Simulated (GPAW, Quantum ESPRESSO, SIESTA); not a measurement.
# Biaxial modulus and out-of-plane response of hcp Ru (PBE)

How do stress, the free cell edge and energy of hcp Ru respond when two cell vectors are strained alike, as in a film clamped to a substrate?

Numbers are calculated unless marked as measured.

## (1) Set-up

The cell holds 2 atoms (2 Ru). Its first two vectors are changed by -4 to +4 % from typed lattice constants. At each strain the reference relaxes the third vector's length and the atoms, and all levels then solve that geometry.

## (2) One input

Quantum ESPRESSO 7.5: Kohn-Sham DFT, PBE, GBRV 1.5 ultrasoft pseudopotentials, plane waves. Its pw.in for the cell at +0 %:

```
&control
  calculation = 'scf'
  pseudo_dir = './pseudo'
  outdir = './tmp'
  disk_io = 'none'
  tprnfor = .true.
  tstress = .true.
/
&system
  ibrav = 0
  nat = 2
  ntyp = 1
  ecutwfc = 45
  ecutrho = 270
  occupations = 'smearing'
  smearing = 'fd'
  degauss = 0.007350
/
&electrons
  conv_thr = 1.0e-08
  electron_maxstep = 100
  mixing_beta = 0.3
  mixing_mode = 'plain'
  diagonalization = 'david'
/
ATOMIC_SPECIES
Ru 101.070 Ru.upf
CELL_PARAMETERS angstrom
2.72000 0.00000 0.00000
-1.36000 2.35559 0.00000
0.00000 0.00000 4.29080
ATOMIC_POSITIONS crystal
Ru 0.00000 0.00000 0.00000
Ru 0.33333 0.66667 0.50000
K_POINTS automatic
13 13 7 0 0 0
```

It took 24 s on 2 MPI ranks of Arm Neoverse N1, shared host; peak memory 0.16 GiB.

## (3) Programs and settings

```
                level                      basis or training data  k-meshes  runs finished  CPU time  peak memory (GiB)
  QE, PBE (reference)  plane waves, GBRV 1.5 ultrasoft, 45/270 Ry   13×13×7         9 of 9    21 min               0.24
GPAW plane waves, PBE                    plane waves, PAW, 650 eV   13×13×7         9 of 9    51 min               0.68
      SIESTA DZP, PBE    DZP orbitals, shift 0.01 Ry, mesh 400 Ry   13×13×7         9 of 9   9.6 min               0.38
```

CPU times are sums over a level's finished runs on a shared host, and rough.

## (4) The reference along the scan

Stress in GPa, compression positive; in-plane is the mean of xx and yy.

| strain (%) | first edge (Å) | third edge (Å) | volume (Å³/atom) | energy over the lowest row (meV/atom) | in-plane stress | stress zz | space group |
| --- | --- | --- | --- | --- | --- | --- | --- |
| -4 | 2.6112 | 4.3853 | 12.947 | 107.95 | 33.81 | -0.03 | P6_3/mmc |
| -3 | 2.6384 | 4.3602 | 13.143 | 59.12 | 24.04 | -0.05 | P6_3/mmc |
| -2 | 2.6656 | 4.3362 | 13.341 | 25.79 | 15.23 | -0.04 | P6_3/mmc |
| -1 | 2.6928 | 4.3132 | 13.543 | 6.54 | 7.39 | 0.03 | P6_3/mmc |
| +0 | 2.7200 | 4.2908 | 13.746 | 0.00 | 0.35 | 0.04 | P6_3/mmc |
| +1 | 2.7472 | 4.2678 | 13.947 | 4.87 | -5.94 | 0.09 | P6_3/mmc |
| +2 | 2.7744 | 4.2463 | 14.153 | 19.88 | -11.38 | 0.03 | P6_3/mmc |
| +3 | 2.8016 | 4.2226 | 14.351 | 43.84 | -16.21 | 0.05 | P6_3/mmc |
| +4 | 2.8288 | 4.1998 | 14.552 | 75.62 | -20.24 | 0.07 | P6_3/mmc |

## (5) The other programs on the same cells

| strain (%) | E (meV/atom), GPAW plane waves, PBE | in-plane (GPa), GPAW plane waves, PBE | zz (GPa), GPAW plane waves, PBE | E (meV/atom), SIESTA DZP, PBE | in-plane (GPa), SIESTA DZP, PBE | zz (GPa), SIESTA DZP, PBE |
| --- | --- | --- | --- | --- | --- | --- |
| -4 | 105.59 | 33.15 | -0.22 | 108.74 | 35.12 | 1.27 |
| -3 | 57.62 | 23.52 | -0.19 | 58.57 | 25.05 | 1.67 |
| -2 | 24.96 | 14.84 | -0.14 | 25.13 | 16.19 | 2.08 |
| -1 | 6.22 | 7.03 | -0.12 | 5.92 | 7.90 | 2.57 |
| +0 | 0.00 | 0.09 | -0.10 | 0.00 | 0.74 | 2.48 |
| +1 | 5.00 | -6.04 | 0.03 | 6.07 | -5.87 | 3.00 |
| +2 | 20.04 | -11.47 | -0.10 | 22.32 | -11.50 | 2.97 |
| +3 | 43.90 | -16.13 | 0.04 | 48.48 | -16.64 | 3.03 |
| +4 | 75.46 | -20.18 | -0.03 | 82.54 | -21.02 | 2.84 |

Energies are counted from each level's lowest row. The third edge isn't relaxed at these levels, so their energies hold the strain that the zz column shows.

By hand, between the rows at +0 and +1 %, which bracket zero stress: Δ ln(1 + ε) = 0.00995, the in-plane stress falls by 6.29 GPa and ln c changes by -0.00538, which give ratios of 632 GPa and -0.54. The values below come from parabolas through the four nearest rows.

## (6) Findings

The reference's in-plane stress vanishes at +0.06 % from the typed cell. At that point the biaxial modulus, the fall of stress per unit of strain, is 661 GPa, and the third edge shrinks by 0.53 % for each per cent of in-plane stretch, the ratio 2C13/C33 in linear elasticity. The slope falls from 943 GPa at the compressed end to 416 GPa at the stretched end. On the same four cells GPAW plane waves, PBE gives a slope of 650 GPa at that strain, with in-plane stress -0.2 GPa from the reference's and -0.1 GPa left along z. On the same four cells SIESTA DZP, PBE gives a slope of 682 GPa at that strain, with in-plane stress +0.2 GPa from the reference's and +2.8 GPa left along z.

Caveats: The nuclei are static, without zero-point or thermal motion. Spin–orbit coupling is left out. SIESTA's automatically made basis is far from complete, and its potentials were converted by us (checked for H, C, O, Si, Ge and Ca alone). The DFT runs use Fermi–Dirac occupations of width 0.1 eV, and energies are free energies. The cell's angles are held, and no larger cell is allowed, so domains, twins, tilts of longer period and dislocations can't form.

[Long decimals in the printed logs are rounded to 6 places.]

[Logs are printed without paths, hosts, clocks, repeated set-up lines and the standing remarks that a program may print on its own settings, such as how far it seeks lower states.]

[Hosts, paths, dates, database ids (printed as entryN), source tags and the programs' standing remarks are cut or masked in the printed files.]
